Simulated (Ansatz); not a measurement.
# How fast states decay through CdH2Se2

Aim: relax a made-up compound, CdH2Se2, and see how good a tunnel barrier it would be. It is built by putting Cd for Ca, Se for O in the CaH2O2 structure of space group P-3m1, with the volume rescaled by atomic radii. The parent structure comes from the Materials Project.

Method: PBE DFT, plane waves, PAW files, in the first sound run; inputs show where later runs differ, in Ansatz 0.2.0.

This is a report of a sequence of runs, with most program output left out.

The structure was built from a prototype and need not be the compound's stable phase.

## Step 1: The starting structure

Symmetry: P-3m1, No. 164, trigonal system. The conventional cell has a = 3.917 Å, b = 3.917 Å, c = 5.277 Å, α = 90.00°, β = 90.00°, γ = 120.00°. Cd has 6 Se at 2.59 Å nearest. H has 1 Se at 1.06 Å nearest. Nearest to Se lie 1 H at 1.06 Å and 3 Cd at 2.59 Å. It derives from CaH2O2. Cd for Ca, Se for O in the CaH2O2 structure of space group P-3m1. Farther neighbours and most contacts between anions are not listed.

## Step 2: Relaxing the new crystal

The substituted atoms don't fit the parent's cell, so cell and atoms relax together. A small smearing keeps the run stable in case the gap closes on the way.

File input.yaml:

```yaml
crystal:
  lattice:
    - [3.9174005606, 0.0, 0.0]
    - [-1.9587002803, 3.3925684023, 0.0]
    - [0.0, 0.0, 5.2768195881]
  atoms:
    - { symbol: Cd, position: [0.0, 0.0, 0.0] }
    - { symbol: H, position: [0.6666666667, 0.3333333333, 0.56084618] }
    - { symbol: H, position: [0.3333333333, 0.6666666667, 0.43915382] }
    - { symbol: Se, position: [0.6666666667, 0.3333333333, 0.76108397] }
    - { symbol: Se, position: [0.3333333333, 0.6666666667, 0.23891603] }
kpoints:
  mp_grid: { grid: [6, 6, 4] }
scf:
  occupations: { method: gaussian, width: 0.03 }
hamiltonian:
  xc: pbe
output:
  forces: true
  stress: true
relax:
  f_tol: 0.02
  max_steps: 60
  cell: {}
```

Command:

```console
$ ansatz run input.yaml --threads 2 --pin off --max-ram 4096MiB --backend cpu --events-out ev --progress --plain --runs-dir out
```

Run time: 35 s. Hardware: 2 threads of Intel Xeon Platinum 8259CL at 2.50GHz (Skylake/Cascade Lake), shared host; peak memory 0.5 GiB; 63 s of CPU time.

Relaxation path:

| step | energy less that of the first step (eV) | largest force component (eV/Å) | pressure (GPa) | volume (Å³) |
| --- | --- | --- | --- | --- |
| 1 | 0.0000 | 25.4413 | 63.11 | 70.13 |
| 2 | -7.2891 | 6.6941 | 22.52 | 79.65 |
| 3 | -8.5152 | 3.0272 | 9.42 | 88.65 |
| 4 | -8.9328 | 0.8093 | 3.00 | 98.24 |
| 5 | -8.9799 | 0.2464 | -1.08 | 104.10 |
| 6 | -8.9938 | 0.1318 | -0.03 | 101.19 |
| 7 | -8.9948 | 0.0336 | 0.04 | 101.08 |
| 8 | -8.9949 | 0.0013 | 0.00 | 101.09 |
| 9* | -9.0458 | 0.0277 | 0.67 | 101.09 |
| 10 | -9.0563 | 0.0131 | 0.35 | 104.01 |
| 11 | -9.0627 | 0.0548 | 0.13 | 108.13 |
| 12 | -9.0633 | 0.0276 | 0.06 | 109.76 |
| 13 | -9.0633 | 0.0029 | 0.00 | 110.16 |
| 14 | -9.0631 | 0.0074 | 0.02 | 110.48 |
| 15* | -9.0677 | 0.0129 | 0.02 | 110.48 |

Relaxation steps marked * repeat the geometry before them on a plane-wave basis chosen anew for their cell, so energy and pressure can jump there.

Forces are held to the 12 operations that the run works with; a distortion that breaks them can't arise in this run.

| cell as run | before | after | change |
| --- | --- | --- | --- |
| a (Å) | 3.917 | 4.424 | +12.9 % |
| b (Å) | 3.917 | 4.424 | +12.9 % |
| c (Å) | 5.277 | 6.518 | +23.5 % |
| volume (Å³/atom) | 14.03 | 22.10 | +57.5 % |

The atoms that moved most (Å, as changes of fractional coordinates times the final cell):

| atom | dx | dy | dz | length |
| --- | --- | --- | --- | --- |
| Se4 | 0.000 | 0.000 | 0.264 | 0.264 |
| Se5 | 0.000 | 0.000 | -0.264 | 0.264 |
| H2 | 0.000 | 0.000 | 0.084 | 0.084 |
| H3 | 0.000 | 0.000 | -0.084 | 0.084 |

The relaxed structure:

```xyz
5
Lattice="4.4241 0.0000 0.0000 -2.2121 3.8314 0.0000 0.0000 0.0000 6.5180" Properties=species:S:1:pos:R:3 pbc="T T T"
Cd    0.0000    0.0000    0.0000
H     2.2121    1.2771    3.7399
H     0.0000    2.5543    2.7781
Se    2.2121    1.2771    5.2249
Se    0.0000    2.5543    1.2931
```

Numbers from this step:

```yaml
free_energy: -19225.1390 eV
fermi_energy: 4.998 eV
pressure: 0.01854 GPa
```

The largest force component on a free atom ends at 0.013 eV/Å.

## Step 3: The bulk crystal and its band edges

The energy window and the wavevectors of the next steps follow from the band edges, so these are searched first, off the mesh as well.

File input.yaml:

```yaml
crystal:
  lattice:
    - [4.4241432627, 0.0, 0.0]
    - [-2.2120716313, 3.8314204554, 0.0]
    - [0.0, 0.0, 6.5179877504]
  atoms:
    - { symbol: Cd, position: [0.0, 0.0, 0.0] }
    - { symbol: H, position: [0.6666666667, 0.3333333333, 0.5737767795] }
    - { symbol: H, position: [0.3333333333, 0.6666666667, 0.4262232205] }
    - { symbol: Se, position: [0.6666666667, 0.3333333333, 0.8016176164] }
    - { symbol: Se, position: [0.3333333333, 0.6666666667, 0.1983823836] }
kpoints:
  mp_grid: { grid: [8, 8, 4] }
  band_path: { path: [VBM, CBM], npoints: 30 }
scf:
  occupations: { method: fixed }
hamiltonian:
  xc: pbe
output:
  eigenvalues: true
  write_potential: true
  write_density: true
  volumetric_format: npy
```

Wall time 15 s (2 threads); peak memory 0.47 GiB.

This step gave:

* free energy: -19225.1406 eV
* Fermi energy: 4.514 eV
* gap on the k-mesh: 0.9659 eV
* gap on path: 0.9659 eV, by band count; negative where bands overlap
* direct gap on path: 1.471 eV
* edge places on path: 0, 0.8200 1/A along the path

The electronic bands at the labelled points (eV, zero at the Fermi level (highest filled level under fixed occupations); v1 is the highest filled band, c1 the lowest empty one):

| point | v4 | v3 | v2 | v1 | c1 | c2 | c3 | c4 |
| --- | --- | --- | --- | --- | --- | --- | --- | --- |
| VBM | -3.15 | -2.12 | -2.00 | 0.00 | 2.64 | 3.90 | 5.17 | 6.22 |
| halfway | -2.60 | -1.51 | -1.35 | -0.07 | 2.82 | 3.53 | 4.55 | 6.26 |
| CBM | -0.63 | -0.63 | -0.51 | -0.51 | 0.97 | 2.84 | 5.13 | 6.02 |

The searched edges give 0.966 eV, as on the mesh.

## Step 4: Complex bands

This step: PBE DFT, plane waves, PAW files; complex bands by layer matching along the plane's normal (Ansatz 0.2.0).

The same crystal is laid in a cell whose first two vectors span the (001) plane (indices of the standard conventional cell, whose axes can be ordered otherwise than in the bulk input). At fixed energy and wavevector in the plane the solver finds all kz, real and complex. A few wavevectors are listed, (0, 0), (-0.5, 0) and (0.5, 0) (two of them one point) in units of the plane's reciprocal vectors; the slowest state needn't be among them.

File input.yaml:

```yaml
crystal:
  lattice:
    - [4.424143263, 0.0, 0.0]
    - [2.212071631, 3.831420455, 0.0]
    - [0.0, 0.0, 6.51798775]
  atoms:
    - { symbol: Cd, position: [0.0, 0.0, 0.0] }
    - { symbol: H, position: [0.3333333333, 0.3333333333, 0.5737767795] }
    - { symbol: H, position: [0.6666666667, 0.6666666667, 0.4262232205] }
    - { symbol: Se, position: [0.3333333333, 0.3333333333, 0.8016176164] }
    - { symbol: Se, position: [0.6666666667, 0.6666666667, 0.1983823836] }
kpoints:
  mp_grid: { grid: [6, 6, 4] }
scf:
  occupations: { method: fixed }
hamiltonian:
  xc: pbe
output:
  eigenvalues: true
  transmission:
    leads: [[0, 0]]
    kpoints: [[0.0, 0.0], [-0.5, 0.0], [0.5, 0.0]]
    e_range: [-1.0, 1.97]
    de: 0.06
```

Run time: 14 s. Hardware: 2 threads; peak memory 0.55 GiB; 28 s of CPU time.

Numbers from this step:

```yaml
free_energy: -19225.1390 eV
fermi_energy: 4.515 eV
gap_on_the_k_mesh: 0.9651 eV
level_to_which_the_leads_are_filled: 0.4825 eV from the Fermi level
decay_constant_at_the_filling_level_zone_centre: 0.2055 Å⁻¹
decay_constant_at_the_filling_level_slowest_listed_point: 0.2055 Å⁻¹
```

K parallel (0, 0); values up to 1.5 1/Å, a degenerate pair printed once or twice; energies at which all values exceed this have no row. Table of Im kz of the slowest decaying states by energy, zero at the highest filled level on the SCF mesh:

| energy (eV) | decay 1 (Å⁻¹) | decay 2 (Å⁻¹) | decay 3 (Å⁻¹) | decay 4 (Å⁻¹) |
| --- | --- | --- | --- | --- |
| -1.00 | 0.332 | 0.761 | 0.826 | 0.910 |
| -0.88 | 0.329 | 0.586 | 0.814 | 0.959 |
| -0.76 | 0.325 | 0.366 | 0.802 | 0.978 |
| -0.64 | 0.320 | 0.790 | 0.989 | - |
| -0.52 | 0.0991 | 0.314 | 0.778 | 0.995 |
| -0.40 | 0.189 | 0.307 | 0.766 | 0.998 |
| -0.28 | 0.299 | 0.406 | 0.753 | 0.999 |
| -0.16 | 0.289 | 0.507 | 0.741 | 0.999 |
| -0.04 | 0.279 | 0.573 | 0.728 | 0.997 |
| 0.02 | 0.273 | 0.599 | 0.721 | 0.996 |
| 0.08 | 0.266 | 0.621 | 0.714 | 0.994 |
| 0.20 | 0.252 | 0.658 | 0.701 | 0.991 |
| 0.32 | 0.236 | 0.687 | 0.687 | 0.987 |
| 0.44 | 0.216 | 0.672 | 0.710 | 0.982 |
| 0.50 | 0.205 | 0.665 | 0.721 | 0.979 |
| 0.62 | 0.180 | 0.650 | 0.738 | 0.974 |
| 0.74 | 0.148 | 0.635 | 0.753 | 0.967 |
| 0.86 | 0.103 | 0.619 | 0.765 | 0.961 |
| 0.98 | 0.603 | 0.776 | 0.954 | 1.34 |
| 1.10 | 0.586 | 0.784 | 0.947 | 1.31 |
| 1.22 | 0.568 | 0.791 | 0.939 | 1.29 |
| 1.34 | 0.550 | 0.797 | 0.932 | 1.27 |
| 1.46 | 0.531 | 0.802 | 0.923 | 1.24 |
| 1.58 | 0.510 | 0.805 | 0.915 | 1.22 |
| 1.70 | 0.489 | 0.808 | 0.906 | 1.20 |
| 1.82 | 0.466 | 0.809 | 0.897 | 1.18 |
| 1.94 | 0.442 | 0.810 | 0.888 | 1.16 |

K parallel (-0.5, 0); values up to 1.5 1/Å, a degenerate pair printed once or twice; energies at which all values exceed this have no row. The Im kz of the slowest decaying states by energy, zero at the highest filled level on the SCF mesh:

| energy (eV) | decay 1 (Å⁻¹) | decay 2 (Å⁻¹) | decay 3 (Å⁻¹) | decay 4 (Å⁻¹) |
| --- | --- | --- | --- | --- |
| -1.00 | 0.344 | 0.395 | 0.994 | - |
| -0.88 | 0.353 | 0.383 | 0.979 | - |
| -0.70 | 0.355 | 0.363 | 0.957 | - |
| -0.58 | 0.326 | 0.368 | 0.943 | - |
| -0.40 | 0.258 | 0.374 | 0.921 | - |
| -0.28 | 0.172 | 0.376 | 0.906 | - |
| -0.10 | 0.379 | 0.884 | - | - |
| 0.02 | 0.0950 | 0.379 | 0.869 | - |
| 0.20 | 0.269 | 0.378 | 0.847 | - |
| 0.32 | 0.323 | 0.376 | 0.832 | - |
| 0.44 | 0.361 | 0.374 | 0.817 | - |
| 0.62 | 0.369 | 0.404 | 0.794 | - |
| 0.74 | 0.365 | 0.426 | 0.778 | - |
| 0.92 | 0.357 | 0.452 | 0.754 | 1.49 |
| 1.04 | 0.351 | 0.466 | 0.738 | 1.48 |
| 1.22 | 0.340 | 0.484 | 0.713 | 1.47 |
| 1.34 | 0.331 | 0.493 | 0.696 | 1.46 |
| 1.52 | 0.316 | 0.505 | 0.670 | 1.45 |
| 1.64 | 0.304 | 0.512 | 0.652 | 1.44 |
| 1.82 | 0.284 | 0.519 | 0.624 | 1.43 |
| 1.94 | 0.268 | 0.523 | 0.605 | 1.42 |

K parallel (0.5, 0); values up to 1.5 1/Å, a degenerate pair printed once or twice; energies at which all values exceed this have no row. Table of Im kz of the slowest decaying states by energy, zero at the highest filled level on the SCF mesh:

| energy (eV) | decay 1 (Å⁻¹) | decay 2 (Å⁻¹) | decay 3 (Å⁻¹) | decay 4 (Å⁻¹) |
| --- | --- | --- | --- | --- |
| -1.00 | 0.344 | 0.395 | 0.994 | - |
| -0.88 | 0.353 | 0.383 | 0.979 | - |
| -0.70 | 0.355 | 0.363 | 0.957 | - |
| -0.58 | 0.326 | 0.368 | 0.943 | - |
| -0.40 | 0.258 | 0.374 | 0.921 | - |
| -0.28 | 0.172 | 0.376 | 0.906 | - |
| -0.10 | 0.379 | 0.884 | - | - |
| 0.02 | 0.0950 | 0.379 | 0.869 | - |
| 0.20 | 0.269 | 0.378 | 0.847 | - |
| 0.32 | 0.323 | 0.376 | 0.832 | - |
| 0.44 | 0.361 | 0.374 | 0.817 | - |
| 0.62 | 0.369 | 0.404 | 0.794 | - |
| 0.74 | 0.365 | 0.426 | 0.778 | - |
| 0.92 | 0.357 | 0.452 | 0.754 | 1.49 |
| 1.04 | 0.351 | 0.466 | 0.738 | 1.48 |
| 1.22 | 0.340 | 0.484 | 0.713 | 1.47 |
| 1.34 | 0.331 | 0.493 | 0.696 | 1.46 |
| 1.52 | 0.316 | 0.505 | 0.670 | 1.45 |
| 1.64 | 0.304 | 0.512 | 0.652 | 1.44 |
| 1.82 | 0.284 | 0.519 | 0.624 | 1.43 |
| 1.94 | 0.268 | 0.523 | 0.605 | 1.42 |

At the listed wavevectors the last open channel is at -0.04 eV and the next at +0.98 eV on the grid. At +0.50 eV, the grid energy nearest the filling level (the middle of the gap on the SCF mesh), the slowest state at the listed wavevectors decays with κ = 0.205 Å⁻¹, its amplitude falling by e over 4.9 Å. Through 1 nm of this crystal that state's transmission falls by exp(−2 × 0.205 Å⁻¹ × 10 Å) = 0.016.

## Step 5: Band edges at another level, cutoff 1170.09 eV

This step: PBE DFT, plane waves, norm-conserving files (Ansatz 0.2.0).

The edges again with norm-conserving files, at the same atoms. Against that run the cutoff is 1170 eV against 420.

File input.yaml:

```yaml
crystal:
  lattice:
    - [4.4241432627, 0.0, 0.0]
    - [-2.2120716313, 3.8314204554, 0.0]
    - [0.0, 0.0, 6.5179877504]
  atoms:
    - { symbol: Cd, position: [0.0, 0.0, 0.0] }
    - { symbol: H, position: [0.6666666667, 0.3333333333, 0.5737767795] }
    - { symbol: H, position: [0.3333333333, 0.6666666667, 0.4262232205] }
    - { symbol: Se, position: [0.6666666667, 0.3333333333, 0.8016176164] }
    - { symbol: Se, position: [0.3333333333, 0.6666666667, 0.1983823836] }
kpoints:
  mp_grid: { grid: [8, 8, 4] }
  band_path: { path: [VBM, CBM], npoints: 30 }
scf:
  occupations: { method: fixed }
hamiltonian:
  xc: pbe
  pseudopotentials: { kind: nc }
output:
  eigenvalues: true
```

Run time: 44 s. Hardware: 2 threads; peak memory 0.75 GiB.

This step gave:

```yaml
free_energy: -11397.7262 eV
fermi_energy: 4.794 eV
gap_on_the_k_mesh: 0.9623 eV
gap_on_path: 0.9623 eV, by band count; negative where bands overlap
direct_gap_on_path: 1.469 eV
```

The electronic bands at the labelled points (eV, zero at the Fermi level (highest filled level under fixed occupations); v1 is the highest filled band, c1 the lowest empty one):

| point | v4 | v3 | v2 | v1 | c1 | c2 | c3 | c4 |
| --- | --- | --- | --- | --- | --- | --- | --- | --- |
| VBM | -3.15 | -2.12 | -2.00 | 0.00 | 2.64 | 3.89 | 5.16 | 6.21 |
| halfway | -2.60 | -1.51 | -1.35 | -0.07 | 2.82 | 3.52 | 4.55 | 6.25 |
| CBM | -0.63 | -0.63 | -0.51 | -0.51 | 0.96 | 2.84 | 5.11 | 6.02 |

The searched edges give 0.962 eV, as on the mesh.

## Step 6: Complex bands at another level, cutoff 1170.09 eV

This step: PBE DFT, plane waves, norm-conserving files; complex bands by layer matching along the plane's normal (Ansatz 0.2.0).

The complex bands at that level, over its own gap, at (0, 0) and (-0.5, 0).

File input.yaml:

```yaml
crystal:
  lattice:
    - [4.424143263, 0.0, 0.0]
    - [2.212071631, 3.831420455, 0.0]
    - [0.0, 0.0, 6.51798775]
  atoms:
    - { symbol: Cd, position: [0.0, 0.0, 0.0] }
    - { symbol: H, position: [0.3333333333, 0.3333333333, 0.5737767795] }
    - { symbol: H, position: [0.6666666667, 0.6666666667, 0.4262232205] }
    - { symbol: Se, position: [0.3333333333, 0.3333333333, 0.8016176164] }
    - { symbol: Se, position: [0.6666666667, 0.6666666667, 0.1983823836] }
kpoints:
  mp_grid: { grid: [6, 6, 4] }
scf:
  occupations: { method: fixed }
hamiltonian:
  xc: pbe
  pseudopotentials: { kind: nc }
output:
  eigenvalues: true
  transmission:
    leads: [[0, 0]]
    kpoints: [[0.0, 0.0], [-0.5, 0.0]]
    e_range: [-1.0, 1.96]
    de: 0.06
```

Run time: 2.4 min. Hardware: 2 threads; peak memory 2.2 GiB.

Numbers from this step:

```yaml
free_energy: -11397.7246 eV
fermi_energy: 4.795 eV
gap_on_the_k_mesh: 0.9615 eV
level_to_which_the_leads_are_filled: 0.4808 eV from the Fermi level
decay_constant_at_the_filling_level_zone_centre: 0.2045 Å⁻¹
decay_constant_at_the_filling_level_slowest_listed_point: 0.2045 Å⁻¹
```

K parallel (0, 0); values up to 1.5 1/Å, a degenerate pair printed once or twice; energies at which all values exceed this have no row. Im kz of the slowest decaying states against energy, zero at the highest filled level on the SCF mesh:

| energy (eV) | decay 1 (Å⁻¹) | decay 2 (Å⁻¹) | decay 3 (Å⁻¹) | decay 4 (Å⁻¹) |
| --- | --- | --- | --- | --- |
| -1.00 | 0.331 | 0.761 | 0.826 | 0.909 |
| -0.88 | 0.328 | 0.585 | 0.814 | 0.958 |
| -0.76 | 0.324 | 0.365 | 0.802 | 0.978 |
| -0.64 | 0.319 | 0.791 | 0.988 | - |
| -0.52 | 0.0964 | 0.313 | 0.778 | 0.995 |
| -0.40 | 0.193 | 0.306 | 0.766 | 0.998 |
| -0.28 | 0.298 | 0.408 | 0.753 | 0.999 |
| -0.16 | 0.289 | 0.508 | 0.741 | 0.998 |
| -0.04 | 0.278 | 0.574 | 0.728 | 0.997 |
| 0.02 | 0.272 | 0.599 | 0.721 | 0.995 |
| 0.08 | 0.266 | 0.622 | 0.714 | 0.994 |
| 0.20 | 0.251 | 0.658 | 0.701 | 0.990 |
| 0.32 | 0.235 | 0.687 | 0.687 | 0.986 |
| 0.44 | 0.215 | 0.672 | 0.711 | 0.981 |
| 0.50 | 0.205 | 0.665 | 0.721 | 0.979 |
| 0.62 | 0.179 | 0.650 | 0.739 | 0.973 |
| 0.74 | 0.147 | 0.635 | 0.754 | 0.967 |
| 0.86 | 0.101 | 0.619 | 0.766 | 0.961 |
| 0.98 | 0.603 | 0.776 | 0.954 | 1.34 |
| 1.10 | 0.586 | 0.785 | 0.946 | 1.31 |
| 1.22 | 0.568 | 0.792 | 0.939 | 1.29 |
| 1.34 | 0.550 | 0.798 | 0.931 | 1.27 |
| 1.46 | 0.531 | 0.802 | 0.923 | 1.24 |
| 1.58 | 0.510 | 0.806 | 0.914 | 1.22 |
| 1.70 | 0.489 | 0.808 | 0.905 | 1.20 |
| 1.82 | 0.466 | 0.810 | 0.897 | 1.18 |
| 1.94 | 0.442 | 0.811 | 0.887 | 1.16 |

K parallel (-0.5, 0); values up to 1.5 1/Å, a degenerate pair printed once or twice; energies at which all values exceed this have no row. The Im kz of the slowest decaying states by energy, zero at the highest filled level on the SCF mesh:

| energy (eV) | decay 1 (Å⁻¹) | decay 2 (Å⁻¹) | decay 3 (Å⁻¹) | decay 4 (Å⁻¹) |
| --- | --- | --- | --- | --- |
| -1.000 | 0.344 | 0.395 | 0.994 | - |
| -0.820 | 0.356 | 0.376 | 0.972 | - |
| -0.580 | 0.326 | 0.368 | 0.943 | - |
| -0.400 | 0.258 | 0.374 | 0.921 | - |
| -0.220 | 0.0785 | 0.377 | 0.899 | - |
| 0.020 | 0.0950 | 0.379 | 0.869 | - |
| 0.200 | 0.269 | 0.378 | 0.847 | - |
| 0.380 | 0.343 | 0.375 | 0.824 | - |
| 0.620 | 0.369 | 0.404 | 0.794 | - |
| 0.800 | 0.362 | 0.435 | 0.770 | - |
| 0.980 | 0.353 | 0.460 | 0.746 | 1.49 |
| 1.220 | 0.339 | 0.484 | 0.713 | 1.47 |
| 1.400 | 0.326 | 0.498 | 0.688 | 1.46 |
| 1.580 | 0.310 | 0.509 | 0.661 | 1.45 |
| 1.820 | 0.283 | 0.519 | 0.624 | 1.43 |

At the listed wavevectors the last open channel is at -0.04 eV and the next at +0.98 eV on the grid. At +0.50 eV, the grid energy nearest the filling level (the middle of the gap on the SCF mesh), the slowest state at the listed wavevectors decays with κ = 0.204 Å⁻¹, its amplitude falling by e over 4.9 Å; the first such run, plane (001), gave 0.205 Å⁻¹ over as many of its listed wavevectors.

## Step 7: The same cell, other settings

This step: PBE DFT, plane waves, PAW files; complex bands by layer matching along the plane's normal; changed: output.transmission.e_range = [1, -1], scf.max_iter = 60 (Ansatz 0.2.0).

This run repeats an earlier one, its twin (the complex run, plane (001)), with two settings changed (output.transmission.e_range, scf.max_iter; files written aside). The setting was drawn as a possible misstep, on purpose. Where the input is shown as a difference, that is against the step before, not the twin.

input.yaml, as its differences from that of step 6:

```diff
@@ -15,5 +15,5 @@
   occupations: { method: fixed }
+  max_iter: 60
 hamiltonian:
   xc: pbe
-  pseudopotentials: { kind: nc }
 output:
@@ -22,4 +22,4 @@
     leads: [[0, 0]]
-    kpoints: [[0.0, 0.0], [-0.5, 0.0]]
-    e_range: [-1.0, 1.96]
+    kpoints: [[0.0, 0.0], [-0.5, 0.0], [0.5, 0.0]]
+    e_range: [1, -1]
     de: 0.06
```

The job ended after 0.1 s (2 threads; peak memory 0.1 GiB).

The program refused the input before any cycle.

The program's message: “Error: invalid value for `output.transmission.e_range`: [1, -1] eV must be finite with min < max”

The change that led to it: output.transmission.e_range = [1, -1].

## Step 8: Results

```json
{
  "band gap": "0.966 eV",
  "least decay constant at mid-gap, normal to (001)": "0.205 Å⁻¹",
  "least decay constant, norm-conserving files": "0.204 Å⁻¹"
}
```

In words: With PBE, the slowest decay at the wavevectors tried is κ = 0.205 Å⁻¹, normal to (001). Through such a film the transmission near mid-gap falls as exp(−2κd), a factor of ten every 5.6 Å. A free electron under a barrier of half the gap would need a mass of 0.33 mₑ to decay at this rate. With norm-conserving files the gap goes from 0.966 to 0.962 eV and the decay constant, over the first 2 listed wavevectors, from 0.205 to 0.204 Å⁻¹. The compound is made up by substitution; its stability against other phases and against distortions of the cell's symmetry was not tested. A semilocal functional narrows gaps, so real decay constants are likely larger.

[Logs are printed without paths, hosts, clocks, repeated set-up lines and the standing remarks that a program may print on its own settings, such as how far it seeks lower states.]

[Hosts, paths, dates, database ids (printed as entryN), source tags and the programs' standing remarks are cut or masked in the printed files.]
